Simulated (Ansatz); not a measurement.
**Band gap of H4C2SeSO2 (Pc) from density functionals to GW**

Aim: the gap of H4C2SeSO2 (Pc) at several levels of theory on one structure, with the time that each takes.

Calculated with Ansatz 0.2.0; density functionals, hybrids and G0W0, plane waves, PAW.

## Step 1: Starting point

It takes space group Pc (No. 7, monoclinic). The conventional cell has a = 5.620 Å, b = 5.429 Å, c = 8.799 Å, α = 90.00°, β = 117.82°, γ = 90.00°. Nearest to H lie 1 C at 1.09 Å. Nearest to C lie 2 H at 1.09 Å and 1 S at 1.80 Å and 1 Se at 1.98 Å. C has 2 H at 1.09 Å and 1 S at 1.79 Å and 1 Se at 1.99 Å nearest. Farther neighbours and most contacts between anions are not listed.

Geometry: measured cell, ions relaxed with PBE. The runs that relaxed it are not among those shown.

The logs state that the PAW files were generated under PBE.

## Step 2: LDA on the 6×4×4 mesh

This step: DFT, LDA, plane waves, PAW; PAW set soft_1.

File input.yaml:

```yaml
crystal:
  lattice:
    - [5.6201, 0.0, 0.0]
    - [0.0, 5.429, 0.0]
    - [-4.1064155037, 0.0, 7.782155437]
  atoms:
    - { symbol: H, position: [0.9903275064, 0.7473635647, 0.4660418871] }
    - { symbol: H, position: [0.9903275064, 0.2526364353, 0.9660418871] }
    - { symbol: H, position: [0.9526666536, 0.4949916995, 0.3188623577] }
    - { symbol: H, position: [0.9526666536, 0.5050083005, 0.8188623577] }
    - { symbol: H, position: [0.3242621606, 0.9254302466, -0.0008390993] }
    - { symbol: H, position: [0.3242621606, 0.0745697534, 0.4991609007] }
    - { symbol: H, position: [0.4578783155, 0.1133202744, 0.1941292844] }
    - { symbol: H, position: [0.4578783155, 0.8866797256, 0.6941292844] }
    - { symbol: C, position: [0.8719629278, 0.6686019466, 0.3380623345] }
    - { symbol: C, position: [0.8719629278, 0.3313980534, 0.8380623345] }
    - { symbol: C, position: [0.4713629967, 0.9401030733, 0.1349322238] }
    - { symbol: C, position: [0.4713629967, 0.0598969267, 0.6349322238] }
    - { symbol: Se, position: [0.4847737869, 0.6468803937, 0.274117174] }
    - { symbol: Se, position: [0.4847737869, 0.3531196063, 0.774117174] }
    - { symbol: S, position: [0.8080090367, 0.8871242417, 0.1698405285] }
    - { symbol: S, position: [0.8080090367, 0.1128757583, 0.6698405285] }
    - { symbol: O, position: [0.9794800703, 0.1049310127, 0.2322299963] }
    - { symbol: O, position: [0.9794800703, 0.8950689873, 0.7322299963] }
    - { symbol: O, position: [0.8018265455, 0.7599013105, 0.0217933131] }
    - { symbol: O, position: [0.8018265455, 0.2400986895, 0.5217933131] }
kpoints:
  mp_grid: { grid: [6, 4, 4] }
  band_path:
    path:
      - [0.0, 0.0, 0.0]
      - [0.0, 0.5, 0.0]
      - [0.0, 0.5, 0.5]
      - [0.0, 0.0, 0.5]
      - [-0.5, 0.0, 0.5]
      - [-0.5, 0.5, 0.5]
      - [-0.5, 0.5, 0.0]
      - [-0.5, 0.0, 0.0]
      - [-0.5, 0.45, 0.0]
    npoints: 1
hamiltonian:
  xc: lda
  pseudopotentials: { kind: paw, azcp: { folder: soft_1 }, xc_functional: pbe }
scf:
  occupations: { method: fixed }
  n_extra_bands: 10
output:
  eigenvalues: true
  forces: true
  stress: true
```

Command:

```console
ansatz run input.yaml --threads 2 --pin off --max-ram 92160MiB --backend cuda --events-out ev --progress --plain --runs-dir out --devices 1 --max-vram 13GiB
```

Numbers of over 12 decimals in the logs are rounded to 6 here.

What it wrote:

```text
scf.n_extra_bands = 10 over 46 filled bands (N_el = 92.0): the run solves 56 bands
GPUs: using 1 of 1 available (devices: 1).
Engine: ansatz 0.2.0, x86_64-unknown-linux-gnu
Pseudopotentials: kind: paw
Pseudopotential: H, paw, valence charge 1, recommended cutoff 420 eV (normal), soft_1/H.paw.azcp
Pseudopotential: C, paw, valence charge 4, recommended cutoff 420 eV (normal), soft_1/C.paw.azcp
Pseudopotential: Se, paw, valence charge 16, recommended cutoff 420 eV (normal), soft_1/Se.paw.azcp
Pseudopotential: S, paw, valence charge 6, recommended cutoff 420 eV (normal), soft_1/S.paw.azcp
Pseudopotential: O, paw, valence charge 6, recommended cutoff 420 eV (normal), soft_1/O.paw.azcp
Functional definition: SPW92
  exchange = slater_x
  correlation = pw_c
device memory: the entry about to start is reckoned to put 4.0 GiB on a device that reports 24.0 GiB free (of which the cap on the GPU budget leaves the run 13.0 GiB)
GPU FFT provider: cuFFT
GPU libraries: cuBLAS 13.8.2, cuFFT 12.4.0, cuSOLVER 12.3.4
Crystal: 20 atoms, lattice volume = 237.445 Å³
Basis set: ecut = 420 eV, 4629 PW (Γ)
Bands: 56, of which v1, the nominal top of the filled ones, is band 46 counted from 1 (45 counted from 0)
Symmetry: 2 space group operations
Space group: Pc (ITA 7), of the structure as read, at distance tolerance 6.2e-5 Å
k-points: 42 of 96 (time reversal used)
Non-local potential: H, projectors of the file, l = 0: 2, l = 1: 1
Non-local potential: C, projectors of the file, l = 0: 2, l = 1: 2, l = 2: 1
Non-local potential: Se, projectors of the file, l = 0: 2, l = 1: 2, l = 2: 3, l = 3: 1
Non-local potential: S, projectors of the file, l = 0: 2, l = 1: 2, l = 2: 1
Non-local potential: O, projectors of the file, l = 0: 2, l = 1: 2, l = 2: 1
PAW form: soft (Blöchl's): semilocal exchange-correlation on the pseudo side does not see the compensation charge
PAW frozen core: C, regenerated for the run's functional, and the local potential with it (the file was generated under x = pbe(κ = 0.804, μ = 0.219515), c = pbe(β = 0.066725))
PAW frozen core: Se, regenerated for the run's functional, and the local potential with it (the file was generated under x = pbe(κ = 0.804, μ = 0.219515), c = pbe(β = 0.066725))
PAW frozen core: S, regenerated for the run's functional, and the local potential with it (the file was generated under x = pbe(κ = 0.804, μ = 0.219515), c = pbe(β = 0.066725))
PAW frozen core: O, regenerated for the run's functional, and the local potential with it (the file was generated under x = pbe(κ = 0.804, μ = 0.219515), c = pbe(β = 0.066725))
PAW one-centre angular grid: H, 110 points (default); XC on 64 Gauss nodes
PAW one-centre angular grid: C, 110 points (default); XC on 64 Gauss nodes
PAW one-centre angular grid: Se, 590 points (default); XC on 64 Gauss nodes
PAW one-centre angular grid: S, 110 points (default); XC on 64 Gauss nodes
PAW one-centre angular grid: O, 110 points (default); XC on 64 Gauss nodes
Initial density: superposition of atomic densities (chi_scale 0.1, normalization cell, long waves kept (reshape's long-wave potential 0.22 eV rms))
Initial wavefunctions: pseudopotential atomic-orbital guess
GPU buffer pool allocated for 96000 grid points (all kernels)
GPU transforms: local potential and band sums: pruned to the plane-wave sphere, on 40×40×60
Functional: x = slater, c = lda
SCF iter   1: F=—  HF=-15830.910649 eV  |F-HF|=—  |Δ(HF+E_count)|=         —  Δρ=1.12e-1  dr2=3.70e1  ethr=3.10e-3  ⟨swp⟩=4.9  Hψ=8999  notcnv=0  defer=329
preconditioner: auto → Resta (q_TF=auto, 2.329 Å⁻¹)  ε∞=3.5  [insulator: Δε(μ)=3.237 eV  Ē_g=12.872 eV  n_scr=46 (ndim 8)  ℏωp=20.4 eV  f_vac=0.033  ε∞_Penn≈3.5]
SCF iter   2: F=—  HF=-15820.164661 eV  |F-HF|=—  |Δ(HF+E_count)|=    1.07e1  Δρ=4.52e-2  dr2=4.07e0  ethr=3.10e-3  ⟨swp⟩=4.8  Hψ=5572  notcnv=0  defer=336
SCF iter   3: F=—  HF=-15818.810956 eV  |F-HF|=—  |Δ(HF+E_count)|=    1.35e0  Δρ=1.61e-2  dr2=5.76e-1  ethr=3.10e-3  ⟨swp⟩=3.0  Hψ=4020  notcnv=0  defer=335
SCF iter   4: F=—  HF=-15818.622433 eV  |F-HF|=—  |Δ(HF+E_count)|=   1.89e-1  Δρ=6.90e-3  dr2=9.16e-2  ethr=6.26e-4  ⟨swp⟩=3.6  Hψ=4334  notcnv=0  defer=336
SCF iter   5: F=—  HF=-15818.602090 eV  |F-HF|=—  |Δ(HF+E_count)|=   2.03e-2  Δρ=2.09e-3  dr2=9.65e-3  ethr=9.96e-5  ⟨swp⟩=2.6  Hψ=4356  notcnv=0  defer=336
SCF iter   6: F=—  HF=-15818.602538 eV  |F-HF|=—  |Δ(HF+E_count)|=   4.48e-4  Δρ=8.17e-4  dr2=1.59e-3  ethr=1.05e-5  ⟨swp⟩=3.6  Hψ=4273  notcnv=0  defer=336
SCF iter   7: F=—  HF=-15818.602437 eV  |F-HF|=—  |Δ(HF+E_count)|=   1.01e-4  Δρ=2.30e-4  dr2=1.71e-4  ethr=1.73e-6  ⟨swp⟩=2.0  Hψ=4131  notcnv=0  defer=336
SCF iter   8: F=—  HF=-15818.602405 eV  |F-HF|=—  |Δ(HF+E_count)|=   3.21e-5  Δρ=1.66e-4  dr2=5.76e-5  ethr=1.86e-7  ⟨swp⟩=2.0  Hψ=3609  notcnv=0  defer=335
SCF iter   9: F=—  HF=-15818.602373 eV  |F-HF|=—  |Δ(HF+E_count)|=   3.20e-5  Δρ=5.18e-5  dr2=6.35e-6  ethr=6.26e-8  ⟨swp⟩=2.0  Hψ=3588  notcnv=0  defer=332
SCF iter  10: F=—  HF=-15818.602373 eV  |F-HF|=—  |Δ(HF+E_count)|=   5.29e-7  Δρ=1.23e-5  dr2=5.44e-7  ethr=6.90e-9  ⟨swp⟩=2.0  Hψ=3136  notcnv=0  defer=332
SCF iter  11: F=-15818.602374 eV  HF=-15818.602374 eV  |F-HF|=2.15e-8  |Δ(HF+E_count)|=   2.41e-7  Δρ=5.05e-6  dr2=7.40e-8  ethr=1.09e-10  ⟨swp⟩=16.6  Hψ=14906  notcnv=0
SCF 1 converged in 11 iterations: F = -15818.602374 eV  dr2 = 7.40e-8
[...]
device memory: the entry about to start is reckoned to put 2.6 GiB on a device that reports 23.9 GiB free (of which the cap on the GPU budget leaves the run 13.0 GiB)
NSCF: frozen V_eff on 9 k-points
SCF converged after 11 iterations
Free energy (F): -15818.602374 eV
Harris-Foulkes:  -15818.602374 eV  (|F-HF|=2.15e-8)
Internal energy: -15818.602374 eV  (E = F + TS)
E sigma→0 (E₀):  -15818.602374 eV
Fermi energy:    2.695452 eV
--- Per-component energies (eV) ---
  E_band       = -1273.742964
  E_kinetic    = 1575.038399
  E_local      = -9806.991027  (includes V_loc(G=0)·N_el)
  E_nonlocal   = -311.408640
  E_hartree    = 4462.241422
  E_xc         = -879.598158
  E_vxc        = -1025.795457  (∫ρ·V_xc dr)
  E_paw        = -6227.948662  (= ΣΔE_a)
  E_vpaw       = -629.065528  (= ΣTr[D̂ρ^β])
  E_aug_tail   = -0.005584  (compensation charges beyond the density's cutoff)
  E_ewald      = -4635.310255
  E_core_change = 5.380131  (= ΣΔE_core)
  E_smearing   = -0.000000  (= −TS)
  E_closure    = 0.000000  (closes the sum)
  Σ components = -15818.602374   (vs F -15818.602374, Δ=0.00e0)
--- Forces (eV/Å), atoms counted from 1 ---
  atom   1  H      0.00764625     0.13690490     0.23706755
  atom   2  H      0.00764625    -0.13690490     0.23706755
  atom   3  H      0.11157418    -0.26272010    -0.06504689
  atom   4  H      0.11157418     0.26272010    -0.06504689
  atom   5  H     -0.06999106    -0.02844927    -0.29044853
  atom   6  H     -0.06999106     0.02844927    -0.29044853
  atom   7  H     -0.05459764     0.21171204     0.13989397
  atom   8  H     -0.05459764    -0.21171204     0.13989397
  atom   9  C     -0.30656372     0.32209571    -0.47032380
  atom  10  C     -0.30656372    -0.32209571    -0.47032380
  atom  11  C      0.38536490    -0.40643999     0.29894452
  atom  12  C      0.38536490     0.40643999     0.29894452
  atom  13  Se     0.36091387     0.24099467    -0.05134934
  atom  14  Se     0.36091387    -0.24099467    -0.05134934
  atom  15  S      0.11715086     0.01379815    -0.08640846
  atom  16  S      0.11715086    -0.01379815    -0.08640846
  atom  17  O     -0.30946391    -0.55037832    -0.20714751
  atom  18  O     -0.30946391     0.55037832    -0.20714751
  atom  19  O     -0.24201160     0.31317963     0.49481548
  atom  20  O     -0.24201160    -0.31317963     0.49481548
  max |Σ_I F_I| component: 4.43e-5 eV/Å
--- Stress (GPa, compression-positive) ---
       -3.162811       0.000000       0.076725
        0.000000      -2.944295      -0.000000
        0.076725      -0.000000      -2.409186
  P = ⅓ Tr σ = -2.8388 GPa (-28.388 kbar)
--- Band table (eV; the first three rows and the last of 42) ---
  k-point 0: bands = [... 42 lower, 0.5920, 0.6356, 2.0483, 2.1021, 6.2190, 6.5000, 6.9662, 7.0497, ... 6 higher]
  k-point 1: bands = [... 42 lower, 0.5814, 0.6223, 2.0793, 2.1123, 6.1978, 6.3699, 6.9847, 7.0287, ... 6 higher]
  k-point 2: bands = [... 42 lower, 0.5864, 0.5864, 2.1163, 2.1163, 6.2185, 6.2185, 7.0035, 7.0035, ... 6 higher]
  k-point 41: bands = [... 42 lower, 0.3941, 0.3941, 2.4207, 2.4207, 5.7105, 5.7105, 6.4531, 6.4531, ... 6 higher]
```

The job ended after 13 s (1 × NVIDIA H100 80GB HBM3 (shared by 6 runs) with 2 threads of AMD EPYC 7R13 (Zen 3), shared host; peak memory 0.98 GiB; 18 s of CPU time).

Numbers from this step:

* pressure: -2.839 GPa
* gap: 2.797 eV
* valence top at: C_2
* conduction bottom at: Y_2
* least direct gap: 3.002 eV

Over mesh and listed points the gap is 2.797 eV, from k = (-0.500, 0.500, 0.000) to k = (-0.500, 0.000, 0.000). The least direct gap found is 3.002 eV, at k = (-0.500, 0.450, 0.000).

## Step 3: PBEsol on the 6×4×4 mesh

This step: DFT, PBEsol, plane waves, PAW; PAW set soft_1.

input.yaml: that of step 2 with these lines changed.

```diff
@@ -41,3 +41,3 @@
 hamiltonian:
-  xc: lda
+  xc: pbesol
   pseudopotentials: { kind: paw, azcp: { folder: soft_1 }, xc_functional: pbe }
```

What it wrote:

```text
[...]
GPUs: using 1 of 1 available (devices: 1).
[...]
GPU FFT provider: cuFFT
GPU libraries: cuBLAS 13.8.2, cuFFT 12.4.0, cuSOLVER 12.3.4
Crystal: 20 atoms, lattice volume = 237.445 Å³
Basis set: ecut = 420 eV, 4629 PW (Γ), exchange–correlation on 80×80×120 points (8 copies of the dense FFT grid, shifted against one another)
Bands: 56, of which v1, the nominal top of the filled ones, is band 46 counted from 1 (45 counted from 0)
Symmetry: 2 space group operations
[...]
k-points: 42 of 96 (time reversal used)
[...]
GPU buffer pool allocated for 96000 grid points (all kernels)
[...]
SCF iter   1: F=—  HF=-15980.745071 eV  |F-HF|=—  |Δ(HF+E_count)|=         —  Δρ=1.10e-1  dr2=3.54e1  ethr=3.10e-3  ⟨swp⟩=4.9  Hψ=8977  notcnv=0  defer=328
[...]
atom   7  H     -0.04101136     0.15391836     0.09760280
  atom   8  H     -0.04101136    -0.15391836     0.09760280
[...]
atom  17  O     -0.12870655    -0.22340101    -0.07915024
  atom  18  O     -0.12870655     0.22340101    -0.07915024
  atom  19  O     -0.09946351     0.12062232     0.19654740
  atom  20  O     -0.09946351    -0.12062232     0.19654740
  max |Σ_I F_I| component: 1.02e-4 eV/Å
--- Stress (GPa, compression-positive) ---
       -0.648590      -0.000000      -0.014411
       -0.000000      -0.421266      -0.000000
       -0.014413      -0.000000      -0.053755
  P = ⅓ Tr σ = -0.3745 GPa (-3.745 kbar)
--- Band table (eV; the first three rows and the last of 42) ---
  k-point 0: bands = [... 42 lower, 0.8214, 0.8657, 2.2322, 2.2832, 6.4817, 6.7530, 7.2708, 7.3468, ... 6 higher]
  k-point 1: bands = [... 42 lower, 0.8103, 0.8505, 2.2614, 2.2926, 6.4629, 6.6312, 7.2870, 7.3279, ... 6 higher]
  k-point 2: bands = [... 42 lower, 0.8140, 0.8140, 2.2962, 2.2962, 6.4855, 6.4855, 7.3045, 7.3045, ... 6 higher]
  k-point 41: bands = [... 42 lower, 0.6304, 0.6304, 2.5978, 2.5978, 5.9926, 5.9926, 6.7350, 6.7350, ... 6 higher]
[key lines of the parts left out:]
SCF converged after 11 iterations
Free energy (F): -15969.417134 eV
Fermi energy:    2.862873 eV
```

It took 20 s on 1 × NVIDIA H100 80GB HBM3 (shared by 6 runs) with 2 threads; peak memory 0.99 GiB.

Numbers from this step:

| Quantity | Value |
| --- | --- |
| pressure | -0.3745 GPa |
| gap | 2.905 eV |
| valence top at | C_2 |
| conduction bottom at | Y_2 |
| least direct gap | 3.118 eV |

Over mesh and listed points the gap is 2.905 eV, from k = (-0.500, 0.500, 0.000) to k = (-0.500, 0.000, 0.000). The least direct gap found is 3.118 eV, at k = (-0.500, 0.450, 0.000). PBEsol against LDA: 2.905 − 2.797 = +0.108 eV, with the same mesh, files and cutoff, and both edges at the same k points.

## Step 4: PBE on the 6×4×4 mesh

Levels along a band path and on the mesh show where this functional puts the band edges.

This step: DFT, PBE, plane waves, PAW; PAW set soft_1.

input.yaml: that of step 3 with these lines changed.

```diff
@@ -34,13 +34,15 @@
       - [0.0, 0.0, 0.5]
+      - [0.0, 0.0, 0.0]
       - [-0.5, 0.0, 0.5]
       - [-0.5, 0.5, 0.5]
+      - [0.0, 0.5, 0.0]
       - [-0.5, 0.5, 0.0]
       - [-0.5, 0.0, 0.0]
-      - [-0.5, 0.45, 0.0]
-    npoints: 1
+      - [0.0, 0.0, 0.0]
+    npoints: 10
 hamiltonian:
-  xc: pbesol
-  pseudopotentials: { kind: paw, azcp: { folder: soft_1 }, xc_functional: pbe }
+  xc: pbe
+  pseudopotentials: { kind: paw, azcp: { folder: soft_1 } }
 scf:
-  occupations: { method: fixed }
+  occupations: { method: fermi_dirac, width: 0.02 }
   n_extra_bands: 10
@@ -50 +52,5 @@
   stress: true
+  write_density: true
+  write_potential: true
+  elf: true
+  volumetric_format: npy
```

What it wrote:

```text
[...]
GPUs: using 1 of 1 available (devices: 1).
[...]
GPU FFT provider: cuFFT
GPU libraries: cuBLAS 13.8.2, cuFFT 12.4.0, cuSOLVER 12.3.4
Crystal: 20 atoms, lattice volume = 237.445 Å³
Basis set: ecut = 420 eV, 4629 PW (Γ), exchange–correlation on 80×80×120 points (8 copies of the dense FFT grid, shifted against one another)
[...]
k-point 0: bands = [... 42 lower, 0.8836, 0.9296, 2.2945, 2.3479, 6.5917, 6.8525, 7.3980, 7.4753, ... 6 higher]
  k-point 1: bands = [... 42 lower, 0.8725, 0.9129, 2.3227, 2.3560, 6.5751, 6.7383, 7.4140, 7.4567, ... 6 higher]
  k-point 2: bands = [... 42 lower, 0.8758, 0.8758, 2.3574, 2.3574, 6.5989, 6.5989, 7.4324, 7.4324, ... 6 higher]
  k-point 41: bands = [... 42 lower, 0.7024, 0.7024, 2.6526, 2.6526, 6.1250, 6.1250, 6.8594, 6.8594, ... 6 higher]
[key lines of the parts left out:]
SCF converged after 11 iterations
Free energy (F): -16138.448817 eV
Fermi energy:    4.408087 eV
P = ⅓ Tr σ = 1.5135 GPa (15.135 kbar)
```

Run time: 12 s. Hardware: 1 × NVIDIA H100 80GB HBM3 (shared by 6 runs) with 2 threads; peak memory 1.2 GiB; 14 s of CPU time.

This step gave:

```
pressure             : 1.513 GPa
gap                  : 2.989 eV
valence top at       : C_2
conduction bottom at : Y_2
least direct gap     : 3.203 eV
```

Over mesh and path the gap is 2.989 eV, from k = (-0.500, 0.500, 0.000) to k = (-0.500, 0.000, 0.000). The least direct gap found is 3.203 eV, at k = (-0.500, 0.450, 0.000). PBE against PBEsol: 2.989 − 2.905 = +0.084 eV, with the same mesh, files and cutoff, and both edges at the same k points.

## Step 5: PBE+SOC on the 6×4×4 mesh

This run has two-component orbitals with spin-orbit coupling.

This step: DFT, PBE with spin-orbit coupling, plane waves, PAW; PAW set soft_1.

input.yaml: that of step 4 with these lines changed.

```diff
@@ -34,16 +34,17 @@
       - [0.0, 0.0, 0.5]
-      - [0.0, 0.0, 0.0]
       - [-0.5, 0.0, 0.5]
       - [-0.5, 0.5, 0.5]
-      - [0.0, 0.5, 0.0]
       - [-0.5, 0.5, 0.0]
       - [-0.5, 0.0, 0.0]
-      - [0.0, 0.0, 0.0]
-    npoints: 10
+      - [-0.5, 0.45, 0.0]
+    npoints: 1
 hamiltonian:
   xc: pbe
-  pseudopotentials: { kind: paw, azcp: { folder: soft_1 } }
+  pseudopotentials: { kind: paw_fr, azcp: { folder: soft_1 } }
 scf:
-  occupations: { method: fermi_dirac, width: 0.02 }
-  n_extra_bands: 10
+  occupations: { method: fixed }
+  n_extra_bands: 20
+magnetization:
+  noncollinear: true
+  spin_orbit: true
 output:
@@ -52,5 +53 @@
   stress: true
-  write_density: true
-  write_potential: true
-  elf: true
-  volumetric_format: npy
```

What it wrote:

```text
[...]
GPUs: using 1 of 1 available (devices: 1).
[...]
non-collinear run that drives no moment, with spin-orbit: no starting moment large enough to seed its density (crystal.atoms[].spin), no starting occupations that ask for one, no magnetisation constraint and no magnetic field, so the semilocal B_xc is pinned to zero
[...]
k-point 0: bands = [... 88 lower, 2.2901, 2.2901, 2.3511, 2.3511, 6.5876, 6.5876, 6.8498, 6.8498, ... 16 higher]
  k-point 1: bands = [... 88 lower, 2.3134, 2.3244, 2.3542, 2.3625, 6.5662, 6.5767, 6.7256, 6.7477, ... 16 higher]
  k-point 2: bands = [... 88 lower, 2.3497, 2.3497, 2.3635, 2.3635, 6.5867, 6.5867, 6.6070, 6.6070, ... 16 higher]
  k-point 41: bands = [... 88 lower, 2.6498, 2.6498, 2.6536, 2.6536, 6.1070, 6.1070, 6.1407, 6.1407, ... 16 higher]
[key lines of the parts left out:]
SCF converged after 11 iterations
Magnetization: |M| = 0.0000 μB,  M = (+0.0000, +0.0000, +0.0000) μB
Free energy (F): -16138.798488 eV
Fermi energy:    2.907333 eV
P = ⅓ Tr σ = 1.5242 GPa (15.242 kbar)
```

Wall time 20 s (1 × NVIDIA H100 80GB HBM3 (shared by 6 runs) with 2 threads); peak memory 1.2 GiB; 18 s of CPU time.

Numbers from this step:

* pressure: 1.524 GPa
* gap: 2.988 eV
* valence top at: C_2
* conduction bottom at: Y_2
* least direct gap: 3.193 eV

Over mesh and listed points the gap is 2.988 eV, from k = (-0.500, 0.500, 0.000) to k = (-0.500, 0.000, 0.000). The least direct gap found is 3.193 eV, at k = (-0.500, 0.450, 0.000). PBE+SOC against PBE: 2.988 − 2.989 = −0.001 eV, with the same mesh, set of files (read in its fully relativistic form for the spin-orbit run) and cutoff, and both edges at the same k points. The spin-orbit run sees mesh and listed points alone, so its gap is an upper bound: the coupling can move an edge off these points, the more so as this crystal has no centre of inversion, and the change over the zone, its sign included where it is small, is not known.

[end of part 1 of 3]

[Paths, hosts, dates, memory and timing lines, banners, echoed tables and standing remarks are left out of the program output.]

[Logs are printed without paths, hosts, clocks, repeated set-up lines and the standing remarks that a program may print on its own settings, such as how far it seeks lower states.]

[Runs of the session that timed out or met a known fault of the program may be left out.]

[Cells called generated may have been cut or substituted from an entry of the Crystallography Open Database or the Materials Project.]

[Hosts, paths, dates, database ids (printed as entryN), source tags and the programs' standing remarks are cut or masked in the printed files.]

[Where an RPA ε∞ is given, it is that of the G0W0 mesh and is not shown converged in it. Names of k-points follow the symmetry that the program found, which can be lower than the space group named. Band edges on a path are those of the sampled points; other points can move an edge, and change direct to indirect where valleys lie close.]

[Hybrid gaps are those of their k-mesh and are not shown converged in it.]
